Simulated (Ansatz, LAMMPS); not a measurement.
# Structural relaxation of a frame of liquid (K,Li)2CO3 from 1100 K (102 atoms), part 3 of 4

How does a frame of liquid (K,Li)2CO3 from 1100 K (102 atoms) relax, and what do bonds, charges and levels look like afterwards?

Ansatz 0.2.0; Kohn-Sham DFT, r2SCAN, PAW (set soft_2), plane waves.

The cell: 17 C, 51 O, 13 K and 21 Li. The network of bonds at the start is that of the classical potential that made the cell. Only the Γ point is sampled, in a cell whose shortest periodic width is 11 Å.

So far, density (g/cm³): step 5 (distances and neighbours after relaxation) 1.85.

## Step 6: Single point at the relaxed geometry

One more single point at the end of the walk gives the fuller output and checks the residual forces.

Input file input.yaml:

```yaml
crystal:
  lattice:
    - [11.45401, 0.0, 0.0]
    - [0.0, 11.45401, 0.0]
    - [0.0, 0.0, 11.45401]
  atoms:
    - { symbol: C, position: [0.65524, 0.16415, 0.61541] }
    - { symbol: O, position: [0.70772, 0.13812, 0.71313] }
    - { symbol: O, position: [0.55998, 0.11179, 0.58773] }
    - { symbol: O, position: [0.69699, 0.24612, 0.55079] }
    - { symbol: C, position: [0.159, 0.48016, 0.11439] }
    - { symbol: O, position: [0.25443, 0.43167, 0.08107] }
    - { symbol: O, position: [0.16032, 0.57622, 0.17392] }
    - { symbol: O, position: [0.05988, 0.43253, 0.08885] }
    - { symbol: C, position: [0.95028, 0.65694, 0.51215] }
    - { symbol: O, position: [0.03242, 0.67492, 0.43657] }
    - { symbol: O, position: [0.95276, 0.71257, 0.6108] }
    - { symbol: O, position: [0.86764, 0.5838, 0.49347] }
    - { symbol: C, position: [0.49704, 0.71584, 0.06813] }
    - { symbol: O, position: [0.41663, 0.63634, 0.07069] }
    - { symbol: O, position: [0.47932, 0.81182, 0.12522] }
    - { symbol: O, position: [0.59279, 0.70028, 0.01222] }
    - { symbol: C, position: [0.83288, 0.47152, 0.83024] }
    - { symbol: O, position: [0.81743, 0.39501, 0.74842] }
    - { symbol: O, position: [0.7921, 0.57588, 0.8162] }
    - { symbol: O, position: [0.88829, 0.44264, 0.92342] }
    - { symbol: C, position: [0.52822, 0.15076, 0.25473] }
    - { symbol: O, position: [0.52929, 0.03773, 0.25015] }
    - { symbol: O, position: [0.43255, 0.20618, 0.27111] }
    - { symbol: O, position: [0.62576, 0.2089, 0.24555] }
    - { symbol: C, position: [0.90633, 0.26698, 0.25841] }
    - { symbol: O, position: [0.85304, 0.3432, 0.32084] }
    - { symbol: O, position: [0.87071, 0.24591, 0.15261] }
    - { symbol: O, position: [0.9929, 0.20843, 0.29925] }
    - { symbol: C, position: [0.85589, 0.71072, 0.15053] }
    - { symbol: O, position: [0.87669, 0.69762, 0.0399] }
    - { symbol: O, position: [0.81972, 0.80703, 0.1916] }
    - { symbol: O, position: [0.87551, 0.61936, 0.21635] }
    - { symbol: C, position: [0.24282, 0.88358, 0.6257] }
    - { symbol: O, position: [0.23714, 0.81169, 0.53945] }
    - { symbol: O, position: [0.15497, 0.89903, 0.69277] }
    - { symbol: O, position: [0.33991, 0.93869, 0.64632] }
    - { symbol: C, position: [0.14408, 0.17434, 0.5941] }
    - { symbol: O, position: [0.21188, 0.19288, 0.50564] }
    - { symbol: O, position: [0.18211, 0.18851, 0.69932] }
    - { symbol: O, position: [0.03805, 0.1418, 0.57405] }
    - { symbol: C, position: [0.58955, 0.52136, 0.45868] }
    - { symbol: O, position: [0.53725, 0.60558, 0.40641] }
    - { symbol: O, position: [0.57336, 0.50075, 0.56887] }
    - { symbol: O, position: [0.65861, 0.45532, 0.39809] }
    - { symbol: C, position: [0.19088, 0.92216, 0.24991] }
    - { symbol: O, position: [0.20253, 0.81072, 0.25472] }
    - { symbol: O, position: [0.1327, 0.97349, 0.33263] }
    - { symbol: O, position: [0.23515, 0.9822, 0.16561] }
    - { symbol: C, position: [0.40215, 0.05422, 0.91049] }
    - { symbol: O, position: [0.45643, 0.06365, 0.00555] }
    - { symbol: O, position: [0.43525, 0.10837, 0.8169] }
    - { symbol: O, position: [0.31038, 0.98617, 0.90139] }
    - { symbol: C, position: [0.65345, 0.82405, 0.75849] }
    - { symbol: O, position: [0.74169, 0.83325, 0.82807] }
    - { symbol: O, position: [0.55543, 0.8766, 0.78364] }
    - { symbol: O, position: [0.66036, 0.76062, 0.66646] }
    - { symbol: C, position: [0.01218, 0.10671, 0.94123] }
    - { symbol: O, position: [0.9257, 0.16234, 0.89695] }
    - { symbol: O, position: [0.02147, 0.99443, 0.93481] }
    - { symbol: O, position: [0.09155, 0.16423, 0.9979] }
    - { symbol: C, position: [0.27203, 0.60684, 0.78701] }
    - { symbol: O, position: [0.33828, 0.69793, 0.78158] }
    - { symbol: O, position: [0.31525, 0.50974, 0.82492] }
    - { symbol: O, position: [0.16504, 0.61215, 0.75273] }
    - { symbol: C, position: [0.58755, 0.34227, 0.91378] }
    - { symbol: O, position: [0.66481, 0.26528, 0.94876] }
    - { symbol: O, position: [0.56694, 0.34552, 0.802] }
    - { symbol: O, position: [0.53458, 0.40803, 0.98496] }
    - { symbol: K, position: [0.62297, 0.80236, 0.30853] }
    - { symbol: K, position: [0.65266, 0.93653, 0.0177] }
    - { symbol: K, position: [0.54495, 0.58065, 0.8095] }
    - { symbol: K, position: [0.13, 0.37129, 0.85567] }
    - { symbol: K, position: [0.37659, 0.0513, 0.43488] }
    - { symbol: K, position: [0.38904, 0.30228, 0.65671] }
    - { symbol: K, position: [0.91074, 0.00251, 0.7091] }
    - { symbol: K, position: [0.92045, 0.34191, 0.54338] }
    - { symbol: K, position: [0.44793, 0.71745, 0.57732] }
    - { symbol: K, position: [0.21552, 0.22664, 0.18874] }
    [... 18 atom lines left out ...]
    - { symbol: Li, position: [0.28285, 0.69221, 0.16242] }
    - { symbol: Li, position: [0.96054, 0.30025, 0.02356] }
    - { symbol: Li, position: [0.38338, 0.84854, 0.81445] }
    - { symbol: Li, position: [0.18374, 0.00916, 0.00609] }
    - { symbol: Li, position: [0.793, 0.65357, 0.65629] }
    - { symbol: Li, position: [0.58762, 0.17077, 0.82606] }
kpoints:
  mp_grid: { grid: [1, 1, 1] }
hamiltonian:
  xc: r2scan
scf:
  occupations: { method: fixed }
output:
  forces: true
  stress: true
  populations: true
  dos:
    method: { smearing: { sigma: 0.1 } }
    de: 0.1
    projected: { site_lists: { C: [C], K: [K], Li: [Li], O: [O] } }
  eigenvalues: true
  write_density: true
  write_potential: true
  volumetric_format: npy
  elf: true
```

Run with:

```sh
ansatz run input.yaml --threads 4 --pin off --max-ram 8192MiB --backend cpu --events-out ev --progress --plain --runs-dir out
```

What it wrote:

```text
[...]
Crystal: 102 atoms, lattice volume = 1502.701 Å³
Basis set: ecut = 500 eV, 38161 PW (Γ), exchange–correlation on 360×360×360 points (64 copies of the dense FFT grid, shifted against one another)
Bands: 379, of which v1, the nominal top of the filled ones, is band 277 counted from 1 (276 counted from 0)
Symmetry: 1 space group operations
[...]
k-points: 1
[...]
SCF iter   1: F=—  HF=-57697.406013 eV  |F-HF|=—  |Δ(HF+E_count)|=         —  Δρ=7.98e-3  dr2=8.73e-1  dr2_τ=8.45e0  ethr=1.77e-3  ⟨swp⟩=5.0  Hψ=1322  notcnv=0  defer=100
[...]
SCF iter  10: F=-57699.147838 eV  HF=-57699.147838 eV  |F-HF|=8.45e-8  |Δ(HF+E_count)|=   9.39e-7  Δρ=1.66e-6  dr2=4.21e-8  dr2_τ=4.37e-9  ethr=1.81e-11  ⟨swp⟩=22.0  Hψ=3653  notcnv=0
SCF 1 converged in 10 iterations: F = -57699.147838 eV  dr2 = 4.21e-8
[...]
WARN: The input density's exchange-correlation potential varies sharply where the density is thin. Do not read a vacuum level from v_tot or v_xc, or from such a field of the output density. On a cell that repeats whose density bears no net charge and no dipole along the vacuum's axis use v_es (v_loc + v_h of the components); [...]
SCF converged after 10 iterations
Free energy (F): -57699.147838 eV
[...]
Internal energy: -57699.147838 eV  (E = F + TS)
E sigma→0 (E₀):  -57699.147838 eV
Fermi energy:    1.773392 eV
[...]
--- Forces (eV/Å), atoms counted from 1 ---
  atom   1  C     -0.00964903     0.01561434     0.00859388
  atom   2  O     -0.01144986     0.00366826    -0.00062915
  atom   3  O      0.00143735    -0.00069318    -0.00983561
  atom   4  O      0.01010369     0.00453334    -0.01182774
  atom   5  C      0.00079522    -0.02100881    -0.02347671
  atom   6  O      0.00296198     0.01253725     0.00526387
  atom   7  O      0.00504356     0.01283763     0.01226664
  atom   8  O      0.00390381     0.02021420     0.00373080
  atom   9  C     -0.03146963    -0.00418898     0.01445982
  atom  10  O      0.01872514     0.00109105    -0.02335226
  atom  11  O      0.01644333     0.00481752     0.00114182
  atom  12  O      0.01275938     0.00319395    -0.01126519
  atom  13  C      0.02145061     0.01298605    -0.00868941
  atom  14  O     -0.01378604    -0.00605976     0.00271384
[...]
atom 101  Li     0.00779490     0.00062650     0.00104529
  atom 102  Li    -0.00836503     0.01702754     0.00634101
  max |Σ_I F_I| component: 3.76e-4 eV/Å
--- Stress (GPa, compression-positive) ---
       -1.639863       0.201087       0.054204
        0.201089      -1.661441      -0.007551
        0.054200      -0.007555      -1.284514
  P = ⅓ Tr σ = -1.5286 GPa (-15.286 kbar)
--- Band table (eV) ---
[...]
--- Löwdin populations: 102 sites ---
  site symbol       q [e]
     0      C      3.2862
     1      O      6.7056
     2      O      6.6655
[...]
101     Li      2.2164
  spilling = 0.008616 (of n_electrons = 554.000000)
```

Elapsed: 2 min, on 4 threads of Arm Neoverse N1, shared host; peak memory 4.3 GiB.

The program notes that the exchange-correlation potential is rough where the density is thin.

The run gave:

```
free energy                                      : -57699.1478 eV
free energy per atom                             : -565.6779 eV/atom
SCF cycles                                       : 10
pressure                                         : -1.529 GPa
r.m.s. force component                           : 0.01025 eV/Å
longest force                                    : 0.04527 eV/Å
Fermi energy                                     : 1.773 eV
gap (highest filled to lowest empty level) : 4.065 eV
spilling of the projection                       : 0.008616
```

Löwdin charges by element and coordination (they lack the spilled electrons, 0.047 e an atom on average):

| element | coordination | atoms | mean charge (e) | spread | least | most |
| --- | --- | --- | --- | --- | --- | --- |
| C | all | 17 | 0.712 | 0.0136 | 0.688 | 0.741 |
| K | all | 13 | 0.865 | 0.0102 | 0.849 | 0.885 |
| K | 4 | 1 | 0.878 | 0 | 0.878 | 0.878 |
| K | 6 | 2 | 0.871 | 0.0059 | 0.865 | 0.877 |
| K | 7 | 8 | 0.865 | 0.01 | 0.849 | 0.885 |
| K | 8 | 1 | 0.860 | 0 | 0.860 | 0.860 |
| K | 10 | 1 | 0.851 | 0 | 0.851 | 0.851 |
| Li | all | 21 | 0.780 | 0.0096 | 0.767 | 0.800 |
| Li | 3 | 3 | 0.795 | 0.0039 | 0.791 | 0.800 |
| Li | 4 | 17 | 0.777 | 0.0076 | 0.767 | 0.797 |
| Li | 5 | 1 | 0.768 | 0 | 0.768 | 0.768 |
| O | all | 51 | -0.685 | 0.0242 | -0.731 | -0.608 |
| O | 3 | 4 | -0.666 | 0.0365 | -0.698 | -0.608 |
| O | 4 | 28 | -0.687 | 0.0253 | -0.731 | -0.620 |
| O | 5 | 15 | -0.683 | 0.0149 | -0.708 | -0.639 |
| O | 6 | 4 | -0.702 | 0.0113 | -0.715 | -0.690 |

States in the cell by windows of 1 eV, zero at the Fermi level; the larger projections on atomic orbitals stand beside the total:

| from (eV) | to (eV) | total | O p | C p | O s |
| --- | --- | --- | --- | --- | --- |
| -10 | -9 | 0.0 | 0.0 | 0.0 | 0.0 |
| -9 | -8 | 27.2 | 15.2 | 0.1 | 7.3 |
| -8 | -7 | 7.8 | 4.4 | 0.2 | 2.0 |
| -7 | -6 | 70.7 | 46.5 | 14.0 | 7.6 |
| -6 | -5 | 30.4 | 18.8 | 9.0 | 1.9 |
| -5 | -4 | 0.0 | 0.0 | 0.0 | 0.0 |
| -4 | -3 | 3.7 | 3.5 | 0.0 | 0.0 |
| -3 | -2 | 74.3 | 71.0 | 0.2 | 0.2 |
| -2 | -1 | 61.5 | 60.0 | 0.1 | 0.1 |
| -1 | 0 | 29.8 | 29.3 | 0.0 | 0.0 |
| 0 | 1 | 0.6 | 0.6 | 0.0 | 0.0 |
| 1 | 3 | 0.0 | 0.0 | 0.0 | 0.0 |
| 3 | 4 | 0.7 | 0.0 | 0.0 | 0.1 |
| 4 | 5 | 4.1 | 0.1 | 0.1 | 0.3 |

With fixed occupations the program's Fermi level is the highest filled level; weight inside the gap is the broadening of levels at its edges.

Between -26 and -10 eV lie 180 more states.

The stored curve holds about 486 of the 554 electrons; the rest, give or take the few that broadening carries across the Fermi level, lie in deeper levels below its range.

The levels nearest the highest filled one (over half full), pooled over k-points and spins:

| level less the highest filled one (eV) | occupation |
| --- | --- |
| -0.380 | 2 |
| -0.366 | 2 |
| -0.347 | 2 |
| -0.323 | 2 |
| -0.144 | 2 |
| 0 | 2 |
| 4.07 | 0 |
| 4.81 | 0 |
| 5.06 | 0 |
| 5.18 | 0 |
| 5.36 | 0 |
| 5.45 | 0 |

Valence density in the bc plane at fractional x = 0.144, with atoms of C and O and K and Li within 0.2 Å of it. It is the smooth field of the valence electrons, not physical close to the nuclei.

Ten steps, logarithmic in the rise over the least value, from '_' (0.0 e/Å³) to '@' (6.1 e/Å³), each cell a mean:
```
==--::==++**++--::....::::....______________________________..::
......::--==--::..::==++**==--..____________________________....
....__............==##%%%%##++::______________________________..
________________::==##@@@@%%**::....::----::..__________________
________..........--**####**==::..--++##**++::..______..........
..__..::--++++==::::::------....::++%%@@@@##==::....::==++++==::
::....--++##%%**==::..__________::==##%%%%**--::....==##@@@@##==
::....--++##%%##==::____________..::--====--==++--::==##@@@@##==
......--++####**--..________________......::##@@**::--++####++--
____::==**####++--..______________________..++**==::::------::..
____..--++****++--..________________________....::----::::..____
____..::==++**++--..________________________....::----::..______
____....--==++==::..____________________........::--==::..______
::......::::--::..______________________........==%%@@++..::::--
**==::........____________________________......==%%%%++::==**##
%%**--..______________________________________..::----::--**@@@@
%%++::..______..____________________....______..--==++====**%%@@
++--..____..::--::..__________..::------::....::==****++++******
--::..__..--==++==--..______..::==**####++::..::--++++++++++++==
--::..__..--++**++--......::==++**%%@@@@**--....::::--::----==--
::::..__..::======::....--==****##%%%%%%++--..______......::::--
........::::::::........--++**##**++++==--..______________....::
--::::--======::..____..::==++++==--::..______________________..
**++::==**##**==::____....::::::::..________________________..==
```
Columns run along b (11.5 Å), rows up along c (11.5 Å). Atoms in or near the plane, at fractional coordinates: C at (0.48, 0.11), O at (0.58, 0.17), O at (0.90, 0.69), C at (0.17, 0.59), O at (0.97, 0.33), K at (0.37, 0.86), Li at (0.81, 0.41).

Electrostatic potential energy in the bc plane at fractional x = 0.144, with atoms of C and O and K and Li within 0.2 Å of it. With pseudopotentials it is smooth inside the atoms' cores, unlike the true potential.

Ten even steps from '_' (-36 eV) to '@' (7 eV), each cell a mean:
```
**##%%@@%%**%%@@@@@@@@@@@@@@@@@@@@@@@@@@@@@@@@@@@@@@@@@@@@@@%%##
@@@@@@@@@@@@@@@@@@%%##++++**%%@@@@@@@@@@@@@@@@@@@@@@@@@@@@@@@@@@
@@@@@@@@@@@@@@@@@@##--____..**%%@@@@@@@@@@@@@@@@@@@@@@@@@@@@@@@@
@@@@@@@@@@@@@@@@@@##..______++%%@@@@@@@@@@@@@@@@@@@@@@@@@@@@@@@@
@@@@@@@@@@@@@@@@@@%%++::..==##@@@@@@%%++**@@@@@@@@@@@@@@@@@@@@@@
@@@@@@@@@@@@@@@@@@@@%%####%%@@@@@@@@==____++@@@@@@@@@@@@%%%%@@@@
@@@@@@@@%%==--**@@@@@@@@@@@@@@@@@@@@**::::##@@@@@@@@@@++....++@@
@@@@@@@@%%--..++@@@@@@@@@@@@@@@@@@@@@@@@@@%%****##%%@@==____--@@
@@@@@@%%++....**%%@@@@@@@@@@@@@@@@@@@@@@@@##--::==%%@@%%++++%%@@
@@@@@@##..____--%%@@@@@@@@@@@@@@@@@@@@@@@@%%++==**%%@@@@@@@@@@@@
@@@@@@%%==..::**%%@@@@@@@@@@@@@@@@@@@@@@@@@@%%%%@@@@@@@@@@@@@@@@
@@@@@@@@%%####%%@@@@@@@@@@@@@@@@@@@@@@@@@@@@@@@@@@@@@@@@@@@@@@@@
@@@@@@@@@@%%@@@@@@@@@@@@@@@@@@@@@@@@@@@@@@@@@@@@%%##**%%@@@@@@@@
@@@@%%%%%%%%@@@@@@@@@@@@@@@@@@@@@@@@@@@@@@@@@@@@**::::++%%@@@@@@
##@@@@%%##%%@@@@@@@@@@@@@@@@@@@@@@@@@@@@@@@@@@@@**--::++%%@@##++
..%%@@@@%%@@@@@@@@@@@@@@@@@@@@@@@@@@@@@@@@@@@@@@%%%%##%%%%**____
::%%@@@@@@@@@@@@@@@@@@@@@@@@@@@@@@@@@@@@@@@@@@@@@@@@%%%%%%++____
%%@@@@@@@@@@%%%%%%@@@@@@@@@@@@@@@@@@@@@@@@@@@@@@@@##**##++::--**
@@@@@@@@@@%%##**##%%@@@@@@@@@@@@@@**==++%%@@@@@@@@%%%%%%**==++##
@@@@@@@@@@%%**++**%%@@@@@@%%##****..____**@@@@@@@@@@@@@@%%%%%%@@
@@@@@@@@@@%%######%%@@@@@@##::____::..--%%@@@@@@@@@@@@@@@@@@@@@@
@@@@@@@@@@@@@@@@@@@@@@@@@@##..____++%%@@@@@@@@@@@@@@@@@@@@@@@@@@
####@@@@@@@@@@@@@@@@@@@@@@%%##++**%%@@@@@@@@@@@@@@@@@@@@@@@@%%%%
==++%%@@##++##@@@@@@@@@@@@@@@@@@@@@@@@@@@@@@@@@@@@@@@@@@@@@@%%**
```
Columns run along b (11.5 Å; values clipped at the 3rd and 97th percentile), rows up along c (11.5 Å). Atoms in or near the plane, at fractional coordinates: C at (0.48, 0.11), O at (0.58, 0.17), O at (0.90, 0.69), C at (0.17, 0.59), O at (0.97, 0.33), K at (0.37, 0.86), Li at (0.81, 0.41).

Mean Löwdin charges: C +0.71, K +0.87, Li +0.78, O -0.69 e (they miss 0.86 % of the electrons, so they add up to more than the cell's charge).

A closer look about O55, which has 6 bonded neighbours where the commonest count for O is 4: 10 atoms, nearest first, numbered in the order of the input, with positions taken from that point.

| atom | x | y | z | distance (Å) | bonds | Löwdin charge (e) |
| --- | --- | --- | --- | --- | --- | --- |
| O55 | 0.00 | 0.00 | 0.00 | 0.00 | 6 | -0.71 |
| C53 | 1.12 | -0.60 | -0.29 | 1.31 | 3 | 0.71 |
| Li91 | -0.73 | 1.46 | -1.03 | 1.93 | 4 | 0.77 |
| Li99 | -1.97 | -0.32 | 0.35 | 2.03 | 4 | 0.80 |
| O56 | 1.20 | -1.33 | -1.34 | 2.24 | 4 | -0.66 |
| O54 | 2.13 | -0.50 | 0.51 | 2.25 | 5 | -0.68 |
| K70 | 1.11 | 0.69 | 2.68 | 2.98 | 7 | 0.85 |
| O36 | -2.47 | 0.71 | -1.57 | 3.01 | 6 | -0.71 |
| O51 | -1.38 | 2.65 | 0.38 | 3.01 | 4 | -0.70 |
| C49 | -1.76 | 2.03 | 1.45 | 3.05 | 3 | 0.71 |

The column of bonds counts only the pairs O-Li within 2.38 Å, O-C within 1.73 Å, O-K within 3.52 Å; other neighbours, such as metal atoms beside each other in a compound, aren't counted, and periodic images can show an atom twice.

(Part 3 of 4 ends here.)

[Logs are printed without paths, hosts, clocks, repeated set-up lines and the standing remarks that a program may print on its own settings, such as how far it seeks lower states.]

[Hosts, paths, dates, database ids (printed as entryN), source tags and the programs' standing remarks are cut or masked in the printed files.]
